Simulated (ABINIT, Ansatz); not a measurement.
## NaAsF6 (R-3): changed settings of a GW run in ABINIT

Aim: change inputs of a GW run on NaAsF6 (R-3) and see what moves.

Method: PBEsol and many-body steps on it, plane waves, in ABINIT 10.8.3.

**1. Starting point**

Symmetry: R-3, No. 148, trigonal system. The conventional cell has a = 5.097 Å, b = 5.097 Å, c = 14.122 Å, α = 90.00°, β = 90.00°, γ = 120.00°. Nearest to Na lie 6 F at 2.28 Å. As has 6 F at 1.74 Å nearest. Nearest to F lie 1 As at 1.74 Å and 1 Na at 2.28 Å. Farther neighbours and most contacts between anions are not listed.

As a file:

```cif
data_structure
_symmetry_space_group_name_H-M 'R-3:H'
_symmetry_Int_Tables_number 148
_cell_length_a 5.0966
_cell_length_b 5.0966
_cell_length_c 14.1219
_cell_angle_alpha 90.000
_cell_angle_beta 90.000
_cell_angle_gamma 120.000
_cell_volume 317.68
loop_
_atom_site_label
_atom_site_type_symbol
_atom_site_symmetry_multiplicity
_atom_site_Wyckoff_symbol
_atom_site_fract_x
_atom_site_fract_y
_atom_site_fract_z
_atom_site_occupancy
Na1 Na 3 b 0.33333 0.66667 0.16667 1
As1 As 3 a 0.00000 0.00000 0.00000 1
F1 F 18 f 0.94806 0.61006 0.26193 1
```

The cell and positions are those that the Materials Project relaxed with its own functionals (PBE, PBE+U or r2SCAN), kept fixed.

**2. Screening, 2×2×2 mesh, 107 bands, screening to 114.3 eV**

This step: ABINIT 10.8.3; RPA screening on PBEsol, plane waves, norm-conserving pseudopotentials.

The RPA dielectric matrix is built and inverted for each q.

run.abi reads:

```
acell 3*1.0 Angstrom
rprim 
  2.548317025914 1.471271520892 4.707294566700
  -2.548317025914 1.471271520892 4.707294566700
  0.000000000000 -2.942543041784 4.707294566700
ntypat 3
znucl 11 33 9
natom 8
typat 1 2 3 3 3 3 3 3
xred 
  0.500000000000 0.500000000000 0.500000000000
  -0.000000000000 0.000000000000 0.000000000000
  0.348130510000 0.076071740000 0.790012280000
  0.790012280000 0.348130510000 0.076071740000
  0.076071740000 0.790012280000 0.348130510000
  0.651869490000 0.923928260000 0.209987720000
  0.209987720000 0.651869490000 0.923928260000
  0.923928260000 0.209987720000 0.651869490000
pp_dirpath "pseudos"
pseudos "Na.upf, As.upf, F.upf"
ecut 44
ngkpt 2 2 2
nshiftk 1
shiftk 0 0 0
kptopt 1
chksymbreak 0
istwfk *1
occopt 1
irdwfk 1
optdriver 3
nband 107
ecuteps 4.2
inclvkb 2
awtr 1
symchi 1
indata_prefix "in"
outdata_prefix "out"
tmpdata_prefix "tmp"
```

Run with:

```
$ OMP_NUM_THREADS=1 mpirun -n 4 abinit run.abi > log
```

The program printed:

```text
.Version 10.8.3 of ABINIT. v10.8.2 released Aug 2026.

 Symmetries : space group R-3 (#148); Bravais hR (rhombohedral)
[... echo of the input left out ...]
== DATASET  1 ==================================================================
-   mpi_nproc: 4, omp_nthreads: 1 (-1 if OMP is not activated)

--- !DatasetInfo
iteration_state: {dtset: 1, }
dimensions: {natom: 8, nkpt: 4, mband: 107, nsppol: 1, nspinor: 1, nspden: 1, mpw: 9990, }
cutoff_energies: {ecut:  44.0, pawecutdg:  -1.0, }
electrons: {nelect:   7.40000000E+01, charge:   0.00000000E+00, occopt:   1.00000000E+00, tsmear:   1.00000000E-02, }

 SCREENING: Calculation of the susceptibility and dielectric matrices

 Based on a program developped by R.W. Godby, V. Olevano, G. Onida, and L. Reining.
 Incorporated in ABINIT by V. Olevano, G.-M. Rignanese, and M. Torrent.
.Using double precision arithmetic ; gwpc =  8

[... cell and pseudopotentials left out ...]
--------------------------------------------------------------------------------

 ==== K-mesh for the wavefunctions ====
 Number of points in the irreducible wedge :     4
[... list of points left out ...]
 Together with  6 symmetry operations and time-reversal symmetry
 yields     8 points in the full Brillouin Zone.

 ==== Q-mesh for the screening function ====
 Number of points in the irreducible wedge :     4
[... list of points left out ...]
 Together with  6 symmetry operations and time-reversal symmetry
 yields     8 points in the full Brillouin Zone.

 setmesh: FFT mesh size selected  =    45x   45x   45
          total number of points  =        91125

 vcoul_init : cutoff-mode = AUXILIARY_FUNCTION
 q-points for optical limit:   1
     1)      0.000010    0.000020    0.000030

- screening: taking advantage of time-reversal symmetry
- Maximum band index for partially occupied states nbvw = 37
- Remaining bands to be divided among processors   nbcw = 70
- Number of bands treated by each node ~17

 Number of electrons calculated from density =   74.0000; Expected =   74.0000
 average of density, n =  0.103554
 r_s =    1.3210
 omega_plasma =   31.0412 [eV]

 calculating chi0 at frequencies [eV] :
  1    0.000000E+00    0.000000E+00
  2    0.000000E+00    3.104121E+01

--------------------------------------------------------------------------------
  q-point number  1        q = ( 0.000000, 0.000000, 0.000000) [r.l.u.]
--------------------------------------------------------------------------------
[... chi0 elements left out ...]
 For q-point:  0.000010 0.000020 0.000030
  dielectric constant =   1.8585
  dielectric constant without local fields =   2.0644

  Average fulfillment of the sum rule on Im[epsilon] for q-point    1 :     27.33  [%]
[... wings left out ...]
  q-point number  2        q = ( 0.500000, 0.000000, 0.000000) [r.l.u.]
--------------------------------------------------------------------------------
[... chi0 elements left out ...]
  Average fulfillment of the sum rule on Im[epsilon] for q-point    2 :     31.74  [%]

 [... 2 further q-points ...]
```

Elapsed: 46 s, on 4 MPI ranks of Arm Neoverse V1, shared host; peak memory 2 GiB; 3.1 min of CPU time.

Numbers from this step:

| Quantity | Value |
| --- | --- |
| ε∞ with local fields, on this mesh, along the program's q direction | 1.859 |
| the same without local fields | 2.064 |
| plasma frequency | 31.04 eV |
| plane waves in the screening matrix | 297 |

Local fields lower ε∞ by 10 %. On a Γ-centred mesh this coarse the value itself is usually too large, while a short band sum pulls it down.

**3. Base**

The self-energy is evaluated for the states that the input lists, and the levels follow from it, in one-shot runs by the linearised quasiparticle equation.

This step: G0W0 on PBEsol, plane waves, norm-conserving pseudopotentials.

Changes to run.abi since step 2:

```diff
@@ -29,8 +29,17 @@
 irdwfk 1
-optdriver 3
+optdriver 4
 nband 107
+gwcalctyp 0
+ecutsigx 44
+symsigma 1
+nkptgw 2
+kptgw 
+  0.5000000000 0.5000000000 0.0000000000
+  0.0000000000 0.0000000000 0.0000000000
+bdgw 
+  36 39
+  36 39
 ecuteps 4.2
-inclvkb 2
-awtr 1
-symchi 1
+irdscr 1
+ppmodel 1
 indata_prefix "in"
```

The program printed:

```text
.Version 10.8.3 of ABINIT. v10.8.2 released Aug 2026.

 Symmetries : space group R-3 (#148); Bravais hR (rhombohedral)
[... echo of the input left out ...]
== DATASET  1 ==================================================================
-   mpi_nproc: 4, omp_nthreads: 1 (-1 if OMP is not activated)

--- !DatasetInfo
iteration_state: {dtset: 1, }
dimensions: {natom: 8, nkpt: 4, mband: 107, nsppol: 1, nspinor: 1, nspden: 1, mpw: 9990, }
cutoff_energies: {ecut:  44.0, pawecutdg:  -1.0, }
electrons: {nelect:   7.40000000E+01, charge:   0.00000000E+00, occopt:   1.00000000E+00, tsmear:   1.00000000E-02, }

 SIGMA: Calculation of the GW corrections

 Based on a program developped by R.W. Godby, V. Olevano, G. Onida, and L. Reining.
 Incorporated in ABINIT by V. Olevano, G.-M. Rignanese, and M. Torrent.
.Using double precision arithmetic ; gwpc =  8

[... cell and pseudopotentials left out ...]
--------------------------------------------------------------------------------

 ==== K-mesh for the wavefunctions ====
 Number of points in the irreducible wedge :     4
[... list of points left out ...]
 Together with  6 symmetry operations and time-reversal symmetry
 yields     8 points in the full Brillouin Zone.

 ==== Q-mesh for screening function ====
 Number of points in the irreducible wedge :     4
[... list of points left out ...]
 Together with  6 symmetry operations and time-reversal symmetry
 yields     8 points in the full Brillouin Zone.

 vcoul_init : cutoff-mode = AUXILIARY_FUNCTION
 q-points for optical limit:   1
     1)      0.000010    0.000020    0.000030
 setmesh: FFT mesh size selected  =    64x   64x   64
          total number of points  =       262144

 Number of electrons calculated from density =   74.0000; Expected =   74.0000
 average of density, n =  0.103554
 r_s =    1.3210
 omega_plasma =   31.0412 [eV]

 === KS Band Gaps ===
  >>>> For spin  1
   Minimum direct gap =   5.6949 [eV], located at k-point      :   0.0000  0.0000  0.0000
   Fundamental gap    =   5.6173 [eV], Top of valence bands at :   0.5000  0.5000  0.0000
                                       Bottom of conduction at :   0.0000  0.0000  0.0000
 SIGMA fundamental parameters:
 PLASMON POLE MODEL  1
 number of plane-waves for SigmaX                 9975
 number of plane-waves for SigmaC and W            297
 number of plane-waves for wavefunctions          9975
 number of bands                                   107
 number of independent spin polarizations            1
 number of spinorial components                      1
 number of k-points in IBZ                           4
 number of q-points in IBZ                           4
 number of symmetry operations                       6
 number of k-points in BZ                            8
 number of q-points in BZ                            8
 number of frequencies for dSigma/dE                 9
 frequency step for dSigma/dE [eV]                0.25
 number of omega for Sigma on real axis              0
 max omega for Sigma on real axis  [eV]           0.00
 zcut for avoiding poles [eV]                     0.10

 EPSILON^-1 parameters (SCR file):
 dimension of the eps^-1 matrix on file            297
 dimension of the eps^-1 matrix used               297
 number of plane-waves for wavefunctions          9975
 number of bands                                   107
 number of q-points in IBZ                           4
 number of frequencies                               2
 number of real frequencies                          1
 number of imag frequencies                          1

 matrix elements of self-energy operator (all in [eV])

 Perturbative Calculation

--- !SelfEnergy_ee
iteration_state: {dtset: 1, }
kpoint     : [   0.500,    0.500,    0.000, ]
spin       : 1
KS_gap     :    6.517
QP_gap     :   12.172
Delta_QP_KS:    5.655
data: !SigmaeeData |
     Band     E0 <VxcDFT>   SigX SigC(E0)      Z dSigC/dE  Sig(E)    E-E0       E
       36  -2.343 -22.815 -30.381   5.094   0.828  -0.207 -24.863  -2.047  -4.390
       37  -2.248 -22.989 -30.547   5.113   0.828  -0.207 -25.014  -2.025  -4.273
       38   4.269 -22.054 -16.478  -1.380   0.865  -0.156 -18.424   3.630   7.899
       39   8.846 -13.502  -8.308  -2.203   0.891  -0.122 -10.837   2.665  11.511

--- !SelfEnergy_ee
iteration_state: {dtset: 1, }
kpoint     : [   0.000,    0.000,    0.000, ]
spin       : 1
KS_gap     :    5.695
QP_gap     :   10.745
Delta_QP_KS:    5.050
data: !SigmaeeData |
     Band     E0 <VxcDFT>   SigX SigC(E0)      Z dSigC/dE  Sig(E)    E-E0       E
       36  -2.326 -22.885 -30.466   5.114   0.828  -0.208 -24.928  -2.043  -4.369
       37  -2.326 -22.885 -30.466   5.114   0.828  -0.208 -24.928  -2.043  -4.369
       38   3.369 -18.476 -13.487  -1.569   0.879  -0.137 -15.470   3.006   6.375
       39   8.269 -12.569  -7.560  -2.197   0.898  -0.113 -10.043   2.526  10.795

== END DATASET(S) ==============================================================
================================================================================

 -outvars: echo values of variables after computation  --------
           etotal      0.0000000000E+00
            nband         107
             nkpt           4
          spgroup         148
 [... the other variables as echoed above ...]

 Calculation completed.
```

The job ended after 12 s (4 MPI ranks; peak memory 1.1 GiB; 46 s of CPU time).

Numbers from this step:

- G0W0 gap on the points computed: 10.65 eV
- starting gap on the mesh: 5.618 eV
- k of the valence top: 0.5, 0.5, 0
- k of the conduction bottom: 0, 0, 0
- Z at the valence top: 0.828
- Z at the conduction bottom: 0.879
- least direct G0W0 gap on the computed points: 10.74 eV

The gap on the mesh goes from 5.62 eV to 10.65 eV, a correction of +5.03 eV.

(Continued in part 2 of 2.)

[Paths, hosts, dates, memory and timing lines, banners, echoed tables and standing remarks are left out of the program output.]

[Logs are printed without paths, hosts, clocks, repeated set-up lines and the standing remarks that a program may print on its own settings, such as how far it seeks lower states.]

[Runs of the session that timed out or met a known fault of the program may be left out.]

[No measured gap is set beside runs whose start may be inverted or whose files or cutoffs have a known fault.]

[Hosts, paths, dates, database ids (printed as entryN), source tags and the programs' standing remarks are cut or masked in the printed files.]

[G0W0 gaps are taken among the corrected bands and points alone; a level outside them can change the order at an edge.]

[Where Ansatz stands beside ABINIT at settings called matched, ABINIT's density can come from a denser mesh and the files from another edition; pairs whose starting gaps differed by over 0.03 eV were left out, so agreement reads better than it is.]
